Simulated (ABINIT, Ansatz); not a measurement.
# Converging GW for Sr3SbN (Pm-3m) in ABINIT, part 2 of 2

What does each rung of G0W0 on Sr3SbN (Pm-3m) cost, and what does it buy?

ABINIT 10.8.3; LDA and many-body steps on it, plane waves. Known limits of the many-body steps: not at the basis limit; model gap, bands may invert with spin-orbit coupling; screening runs away on this mesh; no spin-orbit coupling; coarse k mesh.

So far. Step 3 (Screening, 2×2×2 mesh, 81 bands, screening to 76.2 eV): Local fields lower ε∞ by 13 %. The value itself is an artefact of the mesh, where one narrow direct gap carries too much weight. Step 4 (81 bands, 76.2 eV): The gap on the mesh goes from 0.25 eV to 0.38 eV, a correction of +0.13 eV.

## 6. 199 bands, 141.5 eV

This step: G0W0 on LDA, plane waves, norm-conserving pseudopotentials.

The input, run.abi:

```
acell 3*1.0 Angstrom
rprim 
  5.194965140000 0.000000000000 0.000000000000
  0.000000000000 5.194965140000 0.000000000000
  0.000000000000 0.000000000000 5.194965140000
ntypat 3
znucl 38 51 7
natom 5
typat 1 1 1 2 3
xred 
  0.000000000000 0.500000000000 0.500000000000
  0.500000000000 0.500000000000 0.000000000000
  0.500000000000 0.000000000000 0.500000000000
  0.000000000000 0.000000000000 0.000000000000
  0.500000000000 0.500000000000 0.500000000000
pp_dirpath "pseudos"
pseudos "Sr.upf, Sb.upf, N.upf"
ecut 40
ngkpt 2 2 2
nshiftk 1
shiftk 0 0 0
kptopt 1
chksymbreak 0
istwfk *1
occopt 1
irdwfk 1
optdriver 4
nband 199
gwcalctyp 0
ecutsigx 40
symsigma 1
nkptgw 1
kptgw 
  0.0000000000 0.0000000000 0.0000000000
bdgw 
  27 31
ecuteps 5.2
irdscr 1
ppmodel 1
indata_prefix "in"
outdata_prefix "out"
tmpdata_prefix "tmp"
```

Started as:

```sh
$ OMP_NUM_THREADS=1 mpirun -n 4 abinit run.abi > log
```

Numbers of over 12 decimals in the logs are rounded to 6 here.

The log of the run:

```text
.Version 10.8.3 of ABINIT. v10.8.2 released Aug 2026.

 Symmetries : space group Pm -3 m (#221); Bravais cP (primitive cubic)
[... echo of the input left out ...]
== DATASET  1 ==================================================================
-   mpi_nproc: 4, omp_nthreads: 1 (-1 if OMP is not activated)

--- !DatasetInfo
iteration_state: {dtset: 1, }
dimensions: {natom: 5, nkpt: 4, mband: 199, nsppol: 1, nspinor: 1, nspden: 1, mpw: 11536, }
cutoff_energies: {ecut:  40.0, pawecutdg:  -1.0, }
electrons: {nelect:   5.80000000E+01, charge:   0.00000000E+00, occopt:   1.00000000E+00, tsmear:   1.00000000E-02, }

 SIGMA: Calculation of the GW corrections

 Based on a program developped by R.W. Godby, V. Olevano, G. Onida, and L. Reining.
 Incorporated in ABINIT by V. Olevano, G.-M. Rignanese, and M. Torrent.
.Using double precision arithmetic ; gwpc =  8

[... cell and pseudopotentials left out ...]
--------------------------------------------------------------------------------

 ==== K-mesh for the wavefunctions ====
 Number of points in the irreducible wedge :     4
[... list of points left out ...]
 Together with 48 symmetry operations and time-reversal symmetry
 yields     8 points in the full Brillouin Zone.

 ==== Q-mesh for screening function ====
 Number of points in the irreducible wedge :     4
[... list of points left out ...]
 Together with 48 symmetry operations and time-reversal symmetry
 yields     8 points in the full Brillouin Zone.

 vcoul_init : cutoff-mode = AUXILIARY_FUNCTION
 q-points for optical limit:   1
     1)      0.000010    0.000020    0.000030
 setmesh: FFT mesh size selected  =    60x   60x   60
          total number of points  =       216000

 Number of electrons calculated from density =   58.0000; Expected =   58.0000
[...]
number of q-points in IBZ                           4
 number of symmetry operations                      48
 number of k-points in BZ                            8
 number of q-points in BZ                            8
 number of frequencies for dSigma/dE                 9
 frequency step for dSigma/dE [eV]                0.25
 number of omega for Sigma on real axis              0
 max omega for Sigma on real axis  [eV]           0.00
 zcut for avoiding poles [eV]                     0.10

 EPSILON^-1 parameters (SCR file):
 dimension of the eps^-1 matrix on file            515
 dimension of the eps^-1 matrix used               515
 number of plane-waves for wavefunctions         11459
 number of bands                                   199
 number of q-points in IBZ                           4
 number of frequencies                               2
 number of real frequencies                          1
 number of imag frequencies                          1

 matrix elements of self-energy operator (all in [eV])

 Perturbative Calculation

--- !SelfEnergy_ee
iteration_state: {dtset: 1, }
kpoint     : [   0.000,    0.000,    0.000, ]
spin       : 1
KS_gap     :    0.250
QP_gap     :    0.454
Delta_QP_KS:    0.204
data: !SigmaeeData |
     Band     E0 <VxcDFT>   SigX SigC(E0)      Z dSigC/dE  Sig(E)    E-E0       E
       27   6.668 -14.898 -17.593   2.974   0.748  -0.337 -14.689   0.210   6.877
       28   6.668 -14.898 -17.593   2.974   0.748  -0.337 -14.689   0.210   6.877
       29   6.668 -14.898 -17.593   2.974   0.748  -0.337 -14.689   0.210   6.877
       30   6.918  -8.573  -4.116  -3.943   0.803  -0.245  -8.159   0.413   7.331
       31   6.918  -8.573  -4.116  -3.943   0.803  -0.245  -8.159   0.413   7.331

== END DATASET(S) ==============================================================
================================================================================

 -outvars: echo values of variables after computation  --------
           etotal      0.0000000000E+00
            nband         199
             nkpt           4
          spgroup         221
 [... the other variables as echoed above ...]

 Calculation completed.
```

Run time: 18 s. Hardware: 4 MPI ranks of Arm Neoverse V1, shared host; peak memory 1.6 GiB; 71 s of CPU time.

Numbers from this step:

```
G0W0 gap on the points computed              : 0.4540 eV
starting gap on the mesh                     : 0.2503 eV
k of the valence top                         : 0, 0, 0
k of the conduction bottom                   : 0, 0, 0
Z at the valence top                         : 0.748
Z at the conduction bottom                   : 0.803
least direct G0W0 gap on the computed points : 0.4540 eV
```

Against G0W0 in ABINIT (2×2×2 mesh, 81 bands, screening to 76.2 eV, Godby-Needs plasmon pole), the gap moves by +0.070 eV.

## 7. Screening, 2×2×2 mesh, 447 bands, screening to 217.7 eV

This step: RPA screening on LDA, plane waves, norm-conserving pseudopotentials.

run.abi, as its differences from that of step 6:

```diff
@@ -26,15 +26,8 @@
 irdwfk 1
-optdriver 4
-nband 199
-gwcalctyp 0
-ecutsigx 40
-symsigma 1
-nkptgw 1
-kptgw 
-  0.0000000000 0.0000000000 0.0000000000
-bdgw 
-  27 31
-ecuteps 5.2
-irdscr 1
-ppmodel 1
+optdriver 3
+nband 447
+ecuteps 8
+inclvkb 2
+awtr 1
+symchi 1
 indata_prefix "in"
```

The log of the run:

```text
.Version 10.8.3 of ABINIT. v10.8.2 released Aug 2026.

 Symmetries : space group Pm -3 m (#221); Bravais cP (primitive cubic)
[... echo of the input left out ...]
== DATASET  1 ==================================================================
-   mpi_nproc: 4, omp_nthreads: 1 (-1 if OMP is not activated)

--- !DatasetInfo
iteration_state: {dtset: 1, }
dimensions: {natom: 5, nkpt: 4, mband: 447, nsppol: 1, nspinor: 1, nspden: 1, mpw: 11536, }
cutoff_energies: {ecut:  40.0, pawecutdg:  -1.0, }
[...]
--------------------------------------------------------------------------------
[... chi0 elements left out ...]
 For q-point:  0.000010 0.000020 0.000030
  dielectric constant = 186.7320
  dielectric constant without local fields = 215.2981

  Average fulfillment of the sum rule on Im[epsilon] for q-point    1 :     83.48  [%]
[... wings left out ...]
  q-point number  2        q = ( 0.500000, 0.000000, 0.000000) [r.l.u.]
--------------------------------------------------------------------------------
[... chi0 elements left out ...]
  Average fulfillment of the sum rule on Im[epsilon] for q-point    2 :     86.49  [%]

 [... 2 further q-points ...]
```

It took 5.9 min on 4 MPI ranks; peak memory 4.1 GiB; 24 min of CPU time.

This step gave:

```
ε∞ with local fields, on this mesh, along the program's q direction : 186.7
the same without local fields                                       : 215.3
plasma frequency                                                    : 23.88 eV
plane waves in the screening matrix                                 : 1021
```

## 8. 447 bands, 217.7 eV

This step: G0W0 on LDA, plane waves, norm-conserving pseudopotentials.

run.abi, as its differences from that of step 7:

```diff
@@ -26,8 +26,15 @@
 irdwfk 1
-optdriver 3
+optdriver 4
 nband 447
+gwcalctyp 0
+ecutsigx 40
+symsigma 1
+nkptgw 1
+kptgw 
+  0.0000000000 0.0000000000 0.0000000000
+bdgw 
+  27 31
 ecuteps 8
-inclvkb 2
-awtr 1
-symchi 1
+irdscr 1
+ppmodel 1
 indata_prefix "in"
```

The log of the run:

```text
.Version 10.8.3 of ABINIT. v10.8.2 released Aug 2026.

 Symmetries : space group Pm -3 m (#221); Bravais cP (primitive cubic)
[... echo of the input left out ...]
== DATASET  1 ==================================================================
-   mpi_nproc: 4, omp_nthreads: 1 (-1 if OMP is not activated)

--- !DatasetInfo
iteration_state: {dtset: 1, }
dimensions: {natom: 5, nkpt: 4, mband: 447, nsppol: 1, nspinor: 1, nspden: 1, mpw: 11536, }
cutoff_energies: {ecut:  40.0, pawecutdg:  -1.0, }
[...]
29   6.668 -14.898 -17.593   2.638   0.744  -0.344 -14.940  -0.042   6.626
       30   6.918  -8.573  -4.116  -4.080   0.803  -0.246  -8.270   0.302   7.220
       31   6.918  -8.573  -4.116  -4.080   0.803  -0.246  -8.270   0.302   7.220

== END DATASET(S) ==============================================================
================================================================================

 -outvars: echo values of variables after computation  --------
           etotal      0.0000000000E+00
            nband         447
             nkpt           4
          spgroup         221
 [... the other variables as echoed above ...]

 Calculation completed.
```

It took 2 min on 4 MPI ranks; peak memory 4.5 GiB.

This step gave:

| Item | Value |
| --- | --- |
| G0W0 gap on the points computed | 0.5940 eV |
| starting gap on the mesh | 0.2503 eV |
| k of the valence top | 0, 0, 0 |
| k of the conduction bottom | 0, 0, 0 |
| least direct G0W0 gap on the computed points | 0.5940 eV |

Against G0W0 in ABINIT (2×2×2 mesh, 199 bands, screening to 141.5 eV, Godby-Needs plasmon pole), the gap moves by +0.140 eV.

## 9. The runs together

Times are wall times on 4 MPI ranks of Arm Neoverse V1, shared host, good to a factor of about two. A run's time includes the screening step that it read.

```csv
run,mesh,bands,screening cutoff (eV),DFT gap (eV),gap on the mesh (eV),direct (eV),ε∞ used,time
"81 bands, 76.2 eV",2×2×2,81,76.2,0.250,0.384,0.384,186.40,27 s
"199 bands, 141.5 eV",2×2×2,199,141.5,0.250,0.454,0.454,186.73,97 s
"447 bands, 217.7 eV",2×2×2,447,217.7,0.250,0.594,0.594,186.73,7.9 min
```

## 10. Summary of results

| Property | Result |
| --- | --- |
| 81 bands, 76.2 eV | 0.384 eV |
| 199 bands, 141.5 eV | 0.454 eV |
| 447 bands, 217.7 eV | 0.594 eV |
| known limits | not at the basis limit; model gap, bands may invert with spin-orbit coupling; screening runs away on this mesh; no spin-orbit coupling; coarse k mesh |

**Reading.** From the first rung to the last the gap moves by +0.21 eV for 18 times the time. The steps are not yet shrinking, so no limit is drawn. In the first G0W0 run levels were corrected at 1 k point alone, so a gap called «on the mesh» is the least over those, and an edge elsewhere would be missed. The 2×2×2 mesh is coarse for this cell, which bears on the long-range parts of exchange and screening. With atoms this heavy and so narrow a gap, spin-orbit coupling can invert the bands. These scalar-relativistic gaps are then model values, not to be set against experiment, and a spin-orbit change taken from DFT can't simply be added. On this mesh the RPA ε∞ passes 90, more than nearly any semiconductor shows; a coarse mesh does this where one point with a narrow direct gap carries much weight. The screening is then too strong, and the G0W0 gap should not be taken as the material's.

[Paths, hosts, dates, memory and timing lines, banners, echoed tables and standing remarks are left out of the program output.]

[Logs are printed without paths, hosts, clocks, repeated set-up lines and the standing remarks that a program may print on its own settings, such as how far it seeks lower states.]

[Runs of the session that timed out or met a known fault of the program may be left out.]

[No measured gap is set beside runs whose start may be inverted or whose files or cutoffs have a known fault.]

[Hosts, paths, dates, database ids (printed as entryN), source tags and the programs' standing remarks are cut or masked in the printed files.]

[G0W0 gaps are taken among the corrected bands and points alone; a level outside them can change the order at an edge.]

[Where Ansatz stands beside ABINIT at settings called matched, ABINIT's density can come from a denser mesh and the files from another edition; pairs whose starting gaps differed by over 0.03 eV were left out, so agreement reads better than it is.]
